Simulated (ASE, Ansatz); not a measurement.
# The unslipped end of a generalised stacking fault on (110) of a LiCl-LiBr solid solution (56 atoms): a single point, part 2 of 2

Wanted: forces, charges and levels of the unslipped end of a generalised stacking fault on (110) of a LiCl-LiBr solid solution (56 atoms).

Ansatz 0.2.0; Kohn-Sham DFT, PBE, PAW (set soft_2), plane waves.

The cell: 28 Li, 10 Br and 18 Cl. The cell is under 6 Å thick along one periodic direction. The host structure and its lattice constant were typed by rule, without a check against the phase diagram.

So far. Step 2 (Plane-wave single point): Mean Löwdin charges: Br -0.55, Cl -0.63, Li +0.66 e (they miss 0.62 % of the electrons, so they add up to more than the cell's charge). The charge on Li changes by -0.011 e for each Br neighbour that takes the place of another kind, on average.

## (3) Distances and neighbours

These statistics describe the geometry on which the runs were made.

Density 2.63 g/cm³, 18.40 Å³ an atom.

g(r), total and by pair (bins of 0.2 Å):

| r (Å) | total | Li-Li | Li-Cl | Li-Br | Cl-Cl | Cl-Br | Br-Br |
| --- | --- | --- | --- | --- | --- | --- | --- |
| 2.60 | 6.05 | 0.00 | 12.45 | 11.45 | 0.00 | 0.00 | 0.00 |
| 2.80 | 0.27 | 0.00 | 0.21 | 1.14 | 0.00 | 0.00 | 0.00 |
| 3.00 | 0.00 | 0.00 | 0.00 | 0.00 | 0.00 | 0.00 | 0.00 |
| 3.20 | 0.00 | 0.00 | 0.00 | 0.00 | 0.00 | 0.00 | 0.00 |
| 3.40 | 0.00 | 0.00 | 0.00 | 0.00 | 0.00 | 0.00 | 0.00 |
| 3.60 | 0.35 | 0.46 | 0.00 | 0.00 | 0.75 | 1.18 | 0.60 |
| 3.80 | 5.85 | 11.94 | 0.00 | 0.00 | 12.05 | 10.62 | 12.29 |
| 4.00 | 0.12 | 0.20 | 0.00 | 0.00 | 0.16 | 0.29 | 0.53 |
| 4.20 | 0.00 | 0.00 | 0.00 | 0.00 | 0.00 | 0.00 | 0.00 |
| 4.40 | 0.00 | 0.00 | 0.00 | 0.00 | 0.00 | 0.00 | 0.00 |
| 4.60 | 2.62 | 0.00 | 5.34 | 5.05 | 0.00 | 0.00 | 0.00 |
| 4.80 | 0.18 | 0.00 | 0.25 | 0.53 | 0.00 | 0.00 | 0.00 |
| 5.00 | 0.00 | 0.00 | 0.00 | 0.00 | 0.00 | 0.00 | 0.00 |
| 5.20 | 1.42 | 2.82 | 0.00 | 0.00 | 3.27 | 2.29 | 3.54 |
| 5.40 | 0.15 | 0.32 | 0.00 | 0.00 | 0.00 | 0.62 | 0.00 |
| 5.60 | 0.00 | 0.00 | 0.00 | 0.00 | 0.00 | 0.00 | 0.00 |
| 5.80 | 3.67 | 0.00 | 7.80 | 6.55 | 0.00 | 0.00 | 0.00 |
| 6.00 | 1.37 | 0.00 | 2.31 | 3.50 | 0.00 | 0.00 | 0.00 |
| 6.20 | 0.01 | 0.00 | 0.02 | 0.04 | 0.00 | 0.00 | 0.00 |
| 6.40 | 3.73 | 7.45 | 0.00 | 0.00 | 7.80 | 7.45 | 6.30 |
| 6.60 | 0.47 | 0.94 | 0.00 | 0.00 | 0.58 | 1.05 | 1.90 |
| 6.80 | 0.00 | 0.00 | 0.00 | 0.00 | 0.00 | 0.00 | 0.00 |
| 7.00 | 0.00 | 0.00 | 0.00 | 0.00 | 0.00 | 0.00 | 0.00 |
| 7.20 | 0.00 | 0.00 | 0.00 | 0.00 | 0.00 | 0.00 | 0.00 |
| 7.40 | 1.36 | 2.72 | 0.00 | 0.00 | 2.93 | 2.54 | 2.67 |
| 7.60 | 0.22 | 0.44 | 0.00 | 0.00 | 0.17 | 0.72 | 0.28 |
| 7.80 | 1.66 | 0.00 | 3.44 | 3.12 | 0.00 | 0.00 | 0.00 |

Bonds by pair of elements; cutoffs follow the first minimum of g(r), held within bounds set by covalent radii, and pairs that aren't listed don't count as bonded:

| pair A-B | cutoff (Å) | bonds | mean length (Å) | spread (Å) | shortest (Å) | B about A | A about B |
| --- | --- | --- | --- | --- | --- | --- | --- |
| Li-Cl | 3.06 | 108 | 2.64 | 0.025 | 2.60 | 3.86 | 6 |
| Li-Br | 3.18 | 60 | 2.65 | 0.045 | 2.61 | 2.14 | 6 |

How many atoms have how many bonded neighbours:

```
element  mean   6
     Br     6  10
     Cl     6  18
     Li     6  28
```

Bond angles, per cent of each kind in bins of 5°:

```csv
angle (°),Li-Cl-Li,Br-Li-Cl,Cl-Li-Cl,Li-Br-Li,Br-Li-Br
80–85,0.4,1.1,0.0,2.0,3.5
85–90,40.0,36.4,37.6,36.0,29.3
90–95,39.6,42.9,42.1,42.0,46.6
95–100,0.0,0.0,0.0,0.0,0.0
100–105,0.0,0.0,0.0,0.0,0.0
105–110,0.0,0.0,0.0,0.0,0.0
110–115,0.0,0.0,0.0,0.0,0.0
115–120,0.0,0.0,0.0,0.0,0.0
120–125,0.0,0.0,0.0,0.0,0.0
125–130,0.0,0.0,0.0,0.0,0.0
130–135,0.0,0.0,0.0,0.0,0.0
135–140,0.0,0.0,0.0,0.0,0.0
140–145,0.0,0.0,0.0,0.0,0.0
145–150,0.0,0.0,0.0,0.0,0.0
150–155,0.0,0.0,0.0,0.0,0.0
155–160,0.0,0.0,0.0,0.0,0.0
160–165,0.0,0.0,0.0,0.0,0.0
165–170,0.0,0.0,0.0,0.0,0.0
170–175,0.0,0.0,0.0,0.0,0.0
175–180,20.0,19.6,20.2,20.0,20.7
```

Bond angles (no mean is given where the spread exceeds 20°):

| angle | count | mean (°) | spread (°) |
| --- | --- | --- | --- |
| Li-Cl-Li | 270 | - | - |
| Br-Li-Cl | 184 | - | - |
| Cl-Li-Cl | 178 | - | - |
| Li-Br-Li | 150 | - | - |
| Br-Li-Br | 58 | - | - |

With the cutoffs above, all Br atoms have 6, all Cl atoms have 6 and all Li atoms have 6 bonded neighbours.

Local excerpt of 13 atoms (numbers count through the whole input) about Br2, which bears the longest force; x, y, z are measured from there.

| atom | x | y | z | distance (Å) | bonds | Löwdin charge (e) | Fx | Fy | Fz (eV/Å) |
| --- | --- | --- | --- | --- | --- | --- | --- | --- | --- |
| Br2 | 0.00 | 0.00 | 0.00 | 0.00 | 6 | -0.55 | 0.092 | 0.003 | -0.281 |
| Li17 | -1.87 | 0.00 | 1.84 | 2.62 | 6 | 0.64 | 0.010 | -0.005 | 0.236 |
| Li43 | 0.01 | -2.63 | 0.00 | 2.63 | 6 | 0.64 | 0.189 | -0.013 | -0.082 |
| Li3 | 1.87 | -0.01 | 1.86 | 2.63 | 6 | 0.66 | 0.004 | 0.008 | 0.220 |
| Li43 | 0.01 | 2.64 | 0.00 | 2.64 | 6 | 0.64 | 0.189 | -0.013 | -0.082 |
| Li15 | -1.85 | 0.01 | -2.06 | 2.76 | 6 | 0.64 | -0.006 | -0.010 | -0.147 |
| Li1 | 1.88 | 0.00 | -2.07 | 2.79 | 6 | 0.67 | -0.004 | -0.004 | -0.144 |
| Cl4 | -0.01 | 0.00 | 3.71 | 3.71 | 6 | -0.63 | 0.083 | -0.015 | 0.021 |
| Br16 | -3.72 | 0.02 | 0.00 | 3.72 | 6 | -0.55 | -0.092 | -0.030 | -0.270 |
| Cl30 | 1.88 | 2.62 | 1.84 | 3.72 | 6 | -0.63 | -0.053 | 0.038 | 0.005 |
| Br44 | -1.87 | 2.63 | 1.87 | 3.72 | 6 | -0.55 | 0.040 | 0.037 | -0.064 |
| Br16 | 3.73 | 0.02 | 0.00 | 3.73 | 6 | -0.55 | -0.092 | -0.030 | -0.270 |
| Cl30 | 1.88 | -2.64 | 1.84 | 3.73 | 6 | -0.63 | -0.053 | 0.038 | 0.005 |

The column of bonds counts only the pairs Li-Cl within 3.06 Å, Li-Br within 3.18 Å; other neighbours, such as metal atoms beside each other in a compound, aren't counted, and periodic images can show an atom twice.

## (4) Results

| Quantity | Value |
| --- | --- |
| free energy per atom | -948.0308 eV/atom |
| density | 2.63 g/cm³ |
| pressure | 0.2636 GPa |
| r.m.s. force component | 0.09155 eV/Å |
| gap (highest filled to lowest empty level) | 5.426 eV |
| wall time of the 1 DFT run | 25 s |

What this shows: Between filled and empty levels lie 5.43 eV on the run's k-points; the mesh holds the band edges only if they fold onto it, so the gap at this level can be narrower or closed, while semilocal functionals tend to narrow gaps against experiment. With the cutoffs above, all Br atoms have 6, all Cl atoms have 6 and all Li atoms have 6 bonded neighbours.

[Logs are printed without paths, hosts, clocks, repeated set-up lines and the standing remarks that a program may print on its own settings, such as how far it seeks lower states.]

[Hosts, paths, dates, database ids (printed as entryN), source tags and the programs' standing remarks are cut or masked in the printed files.]
